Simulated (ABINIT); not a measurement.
# SrLiBr3 (Pm-3m): from the cell to the phonon bands

Wanted: phonon bands, density of states and zone-centre response of SrLiBr3 (Pm-3m).

Main program and level: ABINIT 10.8.3; DFT LDA, scalar-relativistic, plane waves, PseudoDojo norm-conserving pseudopotentials.

Report form: the programs' logs are mostly left out.

The structure was built from a prototype and need not be the compound's stable phase.

## 1. Set-up

It takes space group Pm-3m (No. 221, cubic). The conventional cell has a = 4.156 Å, b = 4.156 Å, c = 4.156 Å, α = 90.00°, β = 90.00°, γ = 90.00°. Nearest to Sr lie 12 Br at 2.94 Å. Nearest to Li lie 6 Br at 2.08 Å. Nearest to Br lie 2 Li at 2.08 Å and 4 Sr at 2.94 Å. Farther neighbours and most contacts between anions are not listed.

## 2. A first look

A first run with smearing and empty bands tells whether the crystal has a gap, which decides between fixed occupations and smearing later on.

The input, probe.abi:

```
# ground state
tolvrs 1.0d-08
prtden 1
prtwf 1

# basis, mesh and filling
ecut 33.0
ngkpt 4 4 4
nshiftk 1
shiftk 0.0 0.0 0.0
istwfk *1
occopt 7
tsmear 0.005
nband 25
nstep 100
diemac 9.0
prtebands 0
prtgsr 0
useylm 1

# cell and atoms
acell 3*1.0 Angstrom
rprim 
    4.15644 0.0 0.0
    0.0 4.15644 0.0
    0.0 0.0 4.15644
ntypat 3
znucl 38 3 35
natom 5
typat 1 2 3 3 3
xred 
    0.0 0.0 0.0
    0.5 0.5 0.5
    0.0 0.5 0.5
    0.5 0.5 0.0
    0.5 0.0 0.5
pp_dirpath "./pseudo"
pseudos "Sr.upf, Li.upf, Br.upf"
```

Command:

```console
OMP_NUM_THREADS=1 mpirun -n 4 abinit probe.abi > probe.log
```

It took 11 s on 4 MPI ranks of Arm Neoverse V2, shared host; 45 s of CPU time.

This step gave:

- volume per atom: 14.36 Å³
- pressure: 60.59 GPa
- gap on the k-mesh: 1.826 eV

A gap of 1.8 eV opens on this mesh, so the crystal is taken as an insulator; the printed pressure holds the stress of the finite basis too.

## 3. Rough relaxation

The typed start is rough, so a first relaxation with smearing and loose thresholds takes it towards rest cheaply.

The input, prerelax.abi:

```
# relaxation
ionmov 2
optcell 2
dilatmx 1.15
chkdilatmx 0
ntime 40
tolmxf 3.0d-04
tolvrs 1.0d-10
prtwf 0
prtden 0
chksymtnons 0

# basis, mesh and filling
ecut 33.0
ecutsm 3.0
ngkpt 4 4 4
nshiftk 1
shiftk 0.0 0.0 0.0
istwfk *1
occopt 7
tsmear 0.005
nband 25
nstep 100
diemac 9.0
prtebands 0
prtgsr 0
useylm 1

# cell and atoms
acell 3*1.0 Angstrom
rprim 
    4.15644 0.0 0.0
    0.0 4.15644 0.0
    0.0 0.0 4.15644
ntypat 3
znucl 38 3 35
natom 5
typat 1 2 3 3 3
xred 
    0.0 0.0 0.0
    0.5 0.5 0.5
    0.0 0.5 0.5
    0.5 0.5 0.0
    0.5 0.0 0.5
pp_dirpath "./pseudo"
pseudos "Sr.upf, Li.upf, Br.upf"
```

Command:

```console
OMP_NUM_THREADS=1 mpirun -n 4 abinit prerelax.abi > prerelax.log
```

Run time: 79 s. Hardware: 4 MPI ranks; 5.3 min of CPU time.

Relaxation path:

```tsv
step	energy less that of the first step (eV)	largest force (eV/Å)	volume (Å³)
1	0.0000	0.0000	71.81
2	-3.6679	0.0000	85.98
3	-5.4159	0.0000	103.66
4	-5.7300	0.0000	114.26
5	-5.7658	0.0000	119.11
6	-5.7665	0.0000	119.88
```

```tsv
cell as run	before	after	change
a (Å)	4.156	4.931	+18.6 %
b (Å)	4.156	4.931	+18.6 %
c (Å)	4.156	4.931	+18.6 %
volume (Å³/atom)	14.36	23.98	+66.9 %
```

Final coordinates:

```cif
data_structure
_symmetry_space_group_name_H-M 'P 1'
_symmetry_Int_Tables_number 1
_cell_length_a 4.9308
_cell_length_b 4.9308
_cell_length_c 4.9308
_cell_angle_alpha 90.000
_cell_angle_beta 90.000
_cell_angle_gamma 90.000
_cell_volume 119.88
loop_
_atom_site_label
_atom_site_type_symbol
_atom_site_fract_x
_atom_site_fract_y
_atom_site_fract_z
_atom_site_occupancy
Sr1 Sr 0.00000 0.00000 0.00000 1
Li2 Li 0.50000 0.50000 0.50000 1
Br3 Br 0.00000 0.50000 0.50000 1
Br4 Br 0.50000 0.50000 0.00000 1
Br5 Br 0.50000 0.00000 0.50000 1
```

This step gave:

- volume per atom: 23.98 Å³
- pressure: 0.01405 GPa
- gap on the k-mesh: 2.691 eV

The volume changes by +66.9 % in this run and stands +66.9 % from the first cell.

## 4. Rough relaxation

The cell changed much, so the rough relaxation is repeated on a basis made for the new cell.

prerelax.abi, as its differences from that of step 3:

```diff
@@ -31,5 +31,5 @@
 rprim 
-    4.15644 0.0 0.0
-    0.0 4.15644 0.0
-    0.0 0.0 4.15644
+    4.930756877 0.0 0.0
+    0.0 4.930756877 0.0
+    0.0 0.0 4.930756877
 ntypat 3
```

Run time: 72 s. Hardware: 4 MPI ranks.

Step by step:

```tsv
step	energy less that of the first step (eV)	largest force (eV/Å)	volume (Å³)
1	0.0000	0.0000	119.88
2	0.0000	0.0000	119.93
3	-0.0002	0.0000	120.35
```

```tsv
conventional cell, symmetrised	before	after	change
a (Å)	4.931	4.937	+0.1 %
b (Å)	4.931	4.937	+0.1 %
c (Å)	4.931	4.937	+0.1 %
volume (Å³/atom)	23.98	24.07	+0.4 %
```

This step gave:

```yaml
volume_per_atom: 24.07 Å³
pressure: 7.36e-4 GPa
gap_on_the_k_mesh: 2.683 eV
```

The volume changes by +0.4 % in this run and stands +67.6 % from the first cell.

## 5. Relaxation

The harmonic expansion needs vanishing forces, and a free crystal bears no stress, so cell and atoms are brought to rest. Stress is more sensitive to the basis than forces are: the last 3 Ha under the cutoff are smoothed with ecutsm, and the cutoff is raised above that of the later runs.

The input, relax.abi:

```
# relaxation
ionmov 2
optcell 2
dilatmx 1.08
ntime 40
tolmxf 1.0d-05
tolvrs 1.0d-14
prtwf 0
prtden 0
chksymtnons 0

# basis, mesh and filling
ecut 41.0
ecutsm 3.0
ngkpt 4 4 4
nshiftk 1
shiftk 0.0 0.0 0.0
istwfk *1
occopt 1
nband 17
nstep 100
diemac 9.0
prtebands 0
prtgsr 0
useylm 1

# cell and atoms
acell 3*1.0 Angstrom
rprim 
    4.937182226 0.0 0.0
    0.0 4.937182226 0.0
    0.0 0.0 4.937182226
ntypat 3
znucl 38 3 35
natom 5
typat 1 2 3 3 3
xred 
    0.0 0.0 0.0
    0.5 0.5 0.5
    0.0 0.5 0.5
    0.5 0.5 0.0
    0.5 0.0 0.5
pp_dirpath "./pseudo"
pseudos "Sr.upf, Li.upf, Br.upf"
```

Command:

```console
OMP_NUM_THREADS=1 mpirun -n 4 abinit relax.abi > relax.log
```

The job ended after 26 s (4 MPI ranks).

Little changed from the start: no atom moved by 0.005 Å and no cell edge by 0.1 %.

Read from the output:

```
pressure : 1.74e-5 GPa
```

The volume changes by +0.0 % in this run and stands +67.6 % from the first cell.

## 6. Ground state

The response is built on these wavefunctions, so the potential is converged far more tightly than an energy would need.

The input, gs.abi:

```
# ground state
tolvrs 1.0d-16
prtden 1
prtwf 1

# basis, mesh and filling
ecut 33.0
ngkpt 4 4 4
nshiftk 1
shiftk 0.0 0.0 0.0
istwfk *1
occopt 1
nband 17
nstep 100
diemac 9.0
prtebands 0
prtgsr 0
useylm 1

# cell and atoms
acell 3*1.0 Angstrom
rprim 
    4.937182229 0.0 0.0
    0.0 4.937182229 0.0
    0.0 0.0 4.937182229
ntypat 3
znucl 38 3 35
natom 5
typat 1 2 3 3 3
xred 
    0.0 0.0 0.0
    0.5 0.5 0.5
    0.0 0.5 0.5
    0.5 0.5 0.0
    0.5 0.0 0.5
pp_dirpath "./pseudo"
pseudos "Sr.upf, Li.upf, Br.upf"
```

Command:

```console
OMP_NUM_THREADS=1 mpirun -n 4 abinit gs.abi > gs.log
```

Wall time 17 s (4 MPI ranks); 66 s of CPU time.

Read from the output:

| Item | Value |
| --- | --- |
| pressure | -0.05838 GPa |

The cell stands at -0.058 GPa, close enough for phonons.

## 7. The gap at rest

Empty bands on the ground state's density check that the gap assumed so far is there in this cell.

The input, gap.abi:

```
# empty bands on the ground state's density
iscf -2
getden_filepath "gso_DEN"
tolwfr 1.0d-12
nbdbuf 2
prtwf 0

# basis, mesh and filling
ecut 33.0
ngkpt 4 4 4
nshiftk 1
shiftk 0.0 0.0 0.0
istwfk *1
occopt 1
nband 21
nstep 100
diemac 9.0
prtebands 0
prtgsr 0
useylm 1

# cell and atoms
acell 3*1.0 Angstrom
rprim 
    4.937182229 0.0 0.0
    0.0 4.937182229 0.0
    0.0 0.0 4.937182229
ntypat 3
znucl 38 3 35
natom 5
typat 1 2 3 3 3
xred 
    0.0 0.0 0.0
    0.5 0.5 0.5
    0.0 0.5 0.5
    0.5 0.5 0.0
    0.5 0.0 0.5
pp_dirpath "./pseudo"
pseudos "Sr.upf, Li.upf, Br.upf"
```

Command:

```console
OMP_NUM_THREADS=1 mpirun -n 4 abinit gap.abi > gap.log
```

Run time: 16 s. Hardware: 4 MPI ranks; 65 s of CPU time.

In this cell the gap on the mesh is 2.7 eV, indirect (smallest direct 3.0 eV), so fixed occupations hold.

## 8. Zone-centre response

The derivative of the wavefunctions by k comes first, since the response to a field is built on it; then the field and the displacements that symmetry doesn't supply are solved at q = 0.

It reads the wavefunctions written in step 6.

The input, dfpt_gamma.abi:

```
ndtset 2

# common to the responses
getwfk_filepath "gso_WFK"
kptopt 2
nqpt 1
qpt 0.0 0.0 0.0
asr 0
chneut 0

# d/dk
rfelfd1 2
rfdir1 1 1 1
iscf1 -3
tolwfr1 1.0d-20

# displacements, field
rfphon2 1
rfatpol2 1 5
rfdir2 1 1 1
rfelfd2 3
getddk2 1
tolvrs2 1.0d-10
prtwf2 0

# basis, mesh and filling
ecut 33.0
ngkpt 4 4 4
nshiftk 1
shiftk 0.0 0.0 0.0
istwfk *1
occopt 1
nband 17
nstep 100
diemac 9.0
prtebands 0
prtgsr 0
useylm 1

# cell and atoms
acell 3*1.0 Angstrom
rprim 
    4.937182229 0.0 0.0
    0.0 4.937182229 0.0
    0.0 0.0 4.937182229
ntypat 3
znucl 38 3 35
natom 5
typat 1 2 3 3 3
xred 
    0.0 0.0 0.0
    0.5 0.5 0.5
    0.0 0.5 0.5
    0.5 0.5 0.0
    0.5 0.0 0.5
pp_dirpath "./pseudo"
pseudos "Sr.upf, Li.upf, Br.upf"
```

Command:

```console
OMP_NUM_THREADS=1 mpirun -n 4 abinit dfpt_gamma.abi > dfpt_gamma.log
```

The job ended after 3.8 min (4 MPI ranks; 15 min of CPU time).

Numbers from this step:

```yaml
miss_of_the_charge_sum_rule: 0.02246 e
largest_acoustic_frequency_at_the_zone_centre_before_the_sum_rule: 0.22 cm⁻¹
highest_optical_zone_centre_mode_no_lo_to_term: 346.6 cm⁻¹
lowest_optical_zone_centre_mode: -58.4 cm⁻¹
mean_high_frequency_dielectric_constant: 4.197
largest_born_charge_in_size_third_of_the_trace: 2.951 e
```

Born charge (rows field, columns displacement), before the sum rule (e), principal values of the symmetric part by kind of site:

```tsv
atom	atoms with these values	low	middle	high	mean
Sr1	1	2.95	2.95	2.95	2.95
Li2	1	1.13	1.13	1.13	1.13
Br3	3	-1.44	-1.44	-1.22	-1.37
```

In full for Sr1:

```
2.95 0.00 0.00
0.00 2.95 0.00
0.00 0.00 2.95
```

High-frequency dielectric tensor:

```
4.20 0.00 0.00
0.00 4.20 0.00
0.00 0.00 4.20
```

The acoustic modes at Γ come out as far as 0.2 cm⁻¹ from zero, where they should vanish, a small numerical error; the Born charges miss their sum rule by 0.022 e, which is fair. The lowest optical mode is imaginary, 58i cm⁻¹, an instability at this level and on this k mesh.

## 9. Modes with the sum rule

anaddb reads the merged derivatives, imposes the acoustic sum rule and charge neutrality, and adds the LO-TO term along chosen directions.

The input, anaddb.abi:

```
ddb_filepath "gamma_DDB"
output_file "anaddb.abo"
outdata_prefix "anaddb"
asr 1
chneut 1
enunit 2
eivec 1
nph1l 1
qph1l 0.0 0.0 0.0 1.0
dieflag 2
nph2l 3
qph2l 
    1.0 0.0 0.0 0.0
    0.0 0.0 1.0 0.0
    1.0 1.0 1.0 0.0
```

The input, mrgddb.in:

```
gamma_DDB
merged
2
dfpt_gammao_DS2_DDB
gso_DDB
```

Command:

```console
mrgddb < mrgddb.in > mrgddb.log
OMP_NUM_THREADS=1 anaddb anaddb.abi > anaddb.log
```

Elapsed: 0.51 s, on 1 thread.

This step gave:

```
highest mode moved by the LO-TO term : 375.8 cm⁻¹
```

No LO-TO term; unit eigenvectors of the mass-weighted matrix, from anaddb's displacements. Modes at Γ, with each element's share of the kinetic energy (negative means imaginary):

```tsv
mode	frequency (cm⁻¹)	symmetry	Sr %	Li %	Br %
1	-58.4	T1u	73	0	26
2	-58.4	T1u	73	0	26
3	-58.4	T1u	73	0	26
4	0.0	acoustic	26	2	72
5	0.0	acoustic	26	2	72
6	0.0	acoustic	26	2	72
7	29.7	T2u	0	0	100
8	29.7	T2u	0	0	100
9	29.7	T2u	0	0	100
10	121.0	T1u	1	9	90
11	121.0	T1u	1	9	90
12	121.0	T1u	1	9	90
13	346.6	T1u	0	89	11
14	346.6	T1u	0	89	11
15	346.6	T1u	0	89	11
```

Displacements in mode 2 (-58.4 cm⁻¹), the largest set to 1:
```
Sr1  0.00  1.00  0.00
Li2  0.00 -0.22  0.00
Br3  0.00 -0.40  0.00
Br4  0.00 -0.40  0.00
Br5  0.00 -0.28  0.00
```

Displacements in mode 14 (346.6 cm⁻¹), the largest set to 1:
```
Sr1  0.00  0.00  0.00
Li2  0.00 -1.00  0.00
Br3  0.00 -0.01  0.00
Br4  0.00 -0.01  0.00
Br5  0.00  0.10  0.00
```

With imaginary modes the relaxed-ion tensors have no meaning and are not tabulated.

The rule moves no optical mode by more than 0.1 cm⁻¹.

## 10. Linear response on the mesh

Linear response treats each wavevector in the unit cell, with no supercell; the 2×2×2 mesh fixes the range of the force constants to be had.

The input, dfpt_q.abi:

```
ndtset 3

# wavevectors
qpt1 0.5 0.0 0.0
qpt2 0.5 0.5 0.0
qpt3 0.5 0.5 0.5

# displacements
getwfk_filepath "gso_WFK"
getwfq_filepath "gso_WFK"
kptopt 3
nqpt 1
rfphon 1
rfatpol 1 5
rfdir 1 1 1
tolvrs 1.0d-10
prtwf 0

# basis, mesh and filling
ecut 33.0
ngkpt 4 4 4
nshiftk 1
shiftk 0.0 0.0 0.0
istwfk *1
occopt 1
nband 17
nstep 100
diemac 9.0
prtebands 0
prtgsr 0
useylm 1

# cell and atoms
acell 3*1.0 Angstrom
rprim 
    4.937182229 0.0 0.0
    0.0 4.937182229 0.0
    0.0 0.0 4.937182229
ntypat 3
znucl 38 3 35
natom 5
typat 1 2 3 3 3
xred 
    0.0 0.0 0.0
    0.5 0.5 0.5
    0.0 0.5 0.5
    0.5 0.5 0.0
    0.5 0.0 0.5
pp_dirpath "./pseudo"
pseudos "Sr.upf, Li.upf, Br.upf"
```

Command:

```console
OMP_NUM_THREADS=1 mpirun -n 4 abinit dfpt_q.abi > dfpt_q.log
```

Wall time 16 min (4 MPI ranks).

This step gave:

```yaml
lowest_mode_on_the_q_mesh_acoustic_ones_at_the_zone_centre_apart: -84.89 cm⁻¹
```

Frequencies (cm⁻¹) before the sum rule at the irreducible wavevectors but Γ, which is solved apart; negative means imaginary. Frequencies by wavevector:

```tsv
q (fractions)	star	mode 1	mode 2	mode 3	mode 4	mode 13	mode 14	mode 15
0.5 0 0	3	-47.98	-47.98	18.62	18.62	348.6	348.6	366
0.5 0.5 0	3	-82.03	-39.04	-39.04	-34.62	350.7	372.3	372.3
0.5 0.5 0.5	1	-84.89	-84.89	-84.89	-46.19	380	380	380
```

## 11. Dispersion

anaddb transforms the dynamical matrices to force constants, with the dipole-dipole part treated apart, and back along the path; points of the mesh come back as solved, but for the sum rule and, in polar crystals, the LO-TO term at Γ; the rest is interpolation.

The input, anaddb.abi:

```
ddb_filepath "all_DDB"
output_file "anaddb.abo"
outdata_prefix "anaddb"
ifcflag 1
ngqpt 2 2 2
nqshft 1
q1shft 0.0 0.0 0.0
asr 1
chneut 1
dipdip 1
dipquad 0
quadquad 0
enunit 0
eivec 0
nph1l 62
qph1l 
    0.0 5.0d-06 0.0 1.0
    0.0 0.05 0.0 1.0
    0.0 0.1 0.0 1.0
    0.0 0.15 0.0 1.0
    0.0 0.2 0.0 1.0
    0.0 0.25 0.0 1.0
    0.0 0.3 0.0 1.0
    0.0 0.35 0.0 1.0
    0.0 0.4 0.0 1.0
    0.0 0.45 0.0 1.0
    0.0 0.5 0.0 1.0
    0.05 0.5 0.0 1.0
    0.1 0.5 0.0 1.0
    0.15 0.5 0.0 1.0
    0.2 0.5 0.0 1.0
    0.25 0.5 0.0 1.0
    0.3 0.5 0.0 1.0
    0.35 0.5 0.0 1.0
    0.4 0.5 0.0 1.0
    0.45 0.5 0.0 1.0
    0.5 0.5 0.0 1.0
    0.45 0.45 0.0 1.0
    0.4 0.4 0.0 1.0
    0.35 0.35 0.0 1.0
    0.3 0.3 0.0 1.0
    0.25 0.25 0.0 1.0
    0.2 0.2 0.0 1.0
    0.15 0.15 0.0 1.0
    0.1 0.1 0.0 1.0
    0.05 0.05 0.0 1.0
    5.0d-06 5.0d-06 5.0d-06 1.0
    0.05 0.05 0.05 1.0
    0.1 0.1 0.1 1.0
    0.15 0.15 0.15 1.0
    0.2 0.2 0.2 1.0
    0.25 0.25 0.25 1.0
    0.3 0.3 0.3 1.0
    0.35 0.35 0.35 1.0
    0.4 0.4 0.4 1.0
    0.45 0.45 0.45 1.0
    0.5 0.5 0.5 1.0
    0.45 0.5 0.45 1.0
    0.4 0.5 0.4 1.0
    0.35 0.5 0.35 1.0
    0.3 0.5 0.3 1.0
    0.25 0.5 0.25 1.0
    0.2 0.5 0.2 1.0
    0.15 0.5 0.15 1.0
    0.1 0.5 0.1 1.0
    0.05 0.5 0.05 1.0
    0.0 0.5 0.0 1.0
    0.5 0.5 0.5 1.0
    0.5 0.5 0.45 1.0
    0.5 0.5 0.4 1.0
    0.5 0.5 0.35 1.0
    0.5 0.5 0.3 1.0
    0.5 0.5 0.25 1.0
    0.5 0.5 0.2 1.0
    0.5 0.5 0.15 1.0
    0.5 0.5 0.1 1.0
    0.5 0.5 0.05 1.0
    0.5 0.5 0.0 1.0
```

The input, mrgddb.in:

```
all_DDB
merged
4
dfpt_gammao_DS2_DDB
dfpt_qo_DS1_DDB
dfpt_qo_DS2_DDB
dfpt_qo_DS3_DDB
```

Command:

```console
mrgddb < mrgddb.in > mrgddb.log
OMP_NUM_THREADS=1 anaddb anaddb.abi > anaddb.log
```

It took 0.72 s on 1 thread.

Numbers from this step:

| Property | Result |
| --- | --- |
| lowest frequency on the path | -84.89 cm⁻¹ |

Anaddb, dipole-dipole term. The phonon branches at the labelled points (cm⁻¹):

```tsv
point	branch 1	branch 2	branch 3	branch 4	branch 12	branch 13	branch 14	branch 15
Γ	-58	-58	0	0	133	347	347	376
halfway	-54	-54	18	18	141	348	348	371
X	-48	-48	19	19	161	349	349	366
halfway	-62	-42	-37	22	163	350	361	369
M	-82	-39	-39	-35	174	351	372	372
halfway	-52	-48	-27	28	149	349	354	371
Γ	-58	-58	0	0	133	347	347	376
halfway	-51	-51	-46	-21	157	357	357	371
R	-85	-85	-85	-46	188	380	380	380
halfway	-63	-61	-44	-41	169	361	366	372
X	-48	-48	19	19	161	349	349	366
jump to R	-85	-85	-85	-46	188	380	380	380
halfway	-84	-62	-62	-41	179	365	376	376
M	-82	-39	-39	-35	174	351	372	372
```

The path dips to 85i cm⁻¹.

## 12. Sums over the zone

Sums over the zone need many more wavevectors than were solved, so the interpolation is sampled on a dense mesh.

The input, anaddb.abi:

```
ddb_filepath "all_DDB"
output_file "anaddb.abo"
outdata_prefix "anaddb"
ifcflag 1
ngqpt 2 2 2
nqshft 1
q1shft 0.0 0.0 0.0
asr 1
chneut 1
dipdip 1
dipquad 0
quadquad 0
prtdos 2
ng2qpt 9 9 9
dosdeltae 4.5563e-06
ntemper 11
temperinc 100.0
tempermin 0.0
```

Command:

```console
OMP_NUM_THREADS=1 anaddb anaddb.abi > anaddb.log
```

Wall time 1.3 s (1 thread).

Numbers from this step:

| Property | Result |
| --- | --- |
| share of modes beyond 3i cm⁻¹ on the dense interpolated mesh | 0.2384 |

The phonon density of states has structure finer than the step of the table below, so its rows give means over 10 cm⁻¹, whole bins alone (the curve runs from -115 to 410 cm⁻¹). Peaks (cm⁻¹: height): -51.9: 0.126, 86.1: 0.0777, 113.1: 0.0973, 119.1: 0.124, 131.1: 0.216, 350.1: 0.172, 371.1: 0.232.

Tetrahedra. Phonon density of states against wavenumber; means over each step:

wavenumber (cm⁻¹), phonon density of states (1/cm⁻¹/cell) and a bar:
```
      -90      0.000 
      -80      0.017 ####
      -70      0.031 #######
      -60      0.043 ##########
      -50      0.106 #########################
      -40      0.081 ###################
      -30      0.034 ########
      -20      0.023 #####
      -10      0.019 #####
        0      0.020 #####
       10      0.026 ######
       20      0.044 ##########
       30      0.038 #########
       40      0.058 ##############
       50      0.050 ############
       60      0.032 ########
       70      0.029 #######
       80      0.055 #############
       90      0.056 #############
      100      0.060 ##############
      110      0.073 #################
      120      0.095 #######################
      130      0.107 #########################
      140      0.010 ##
      150      0.018 ####
      160      0.039 #########
      170      0.027 ######
      180      0.009 ##
      190      0.000 
      200      0.000 
      210      0.000 
      220      0.000 
      230      0.000 
      240      0.000 
      250      0.000 
      260      0.000 
      270      0.000 
      280      0.000 
      290      0.000 
      300      0.000 
      310      0.000 
      320      0.000 
      330      0.000 
      340      0.003 #
      350      0.098 #######################
      360      0.058 ##############
      370      0.126 ##############################
      380      0.016 ####
      390      0.000
```

## 13. Results

```
space group after relaxation                                       : Pm-3m
volume per atom                                                    : 24.1 Å³
highest optical zone-centre mode (no LO-TO term)                   : 346.6 cm⁻¹
lowest optical zone-centre mode                                    : -58.4 cm⁻¹
highest mode moved by the LO-TO term                               : 375.8 cm⁻¹
mean high-frequency dielectric constant                            : 4.20
largest Born charge in size (third of the trace)                   : 2.95 e
q mesh                                                             : 2×2×2
lowest mode on the q mesh (acoustic ones at the zone centre apart) : -84.9 cm⁻¹
imaginary modes on the q mesh                                      : yes
```

What this shows: SrLiBr3 (Pm-3m) is unstable: a mode solved on the 2×2×2 mesh is imaginary, 85i cm⁻¹; its spectrum reaches 380 cm⁻¹. At the LDA level the optical modes of SrLiBr3 (Pm-3m) at the zone centre (no LO-TO term) run from 58i to 347 cm⁻¹, so the structure is a saddle point, with 3 modes beyond 10i cm⁻¹ there. Along the directions run, the highest mode that the macroscopic field moves lies at 376 cm⁻¹. The most unstable solved mode lies at q = (0.5, 0.5, 0.5), on the zone boundary, so the distortion that it points to doubles the cell. These are harmonic frequencies at zero temperature: anharmonic shifts and linewidths and thermal expansion are left out. The structure is a hypothetical one, built on a prototype.

[Host names and launcher messages were left out of these logs when they were recorded.]

[Logs are printed without paths, hosts, clocks, repeated set-up lines and the standing remarks that a program may print on its own settings, such as how far it seeks lower states.]

[Hosts, paths, dates, database ids (printed as entryN), source tags and the programs' standing remarks are cut or masked in the printed files.]
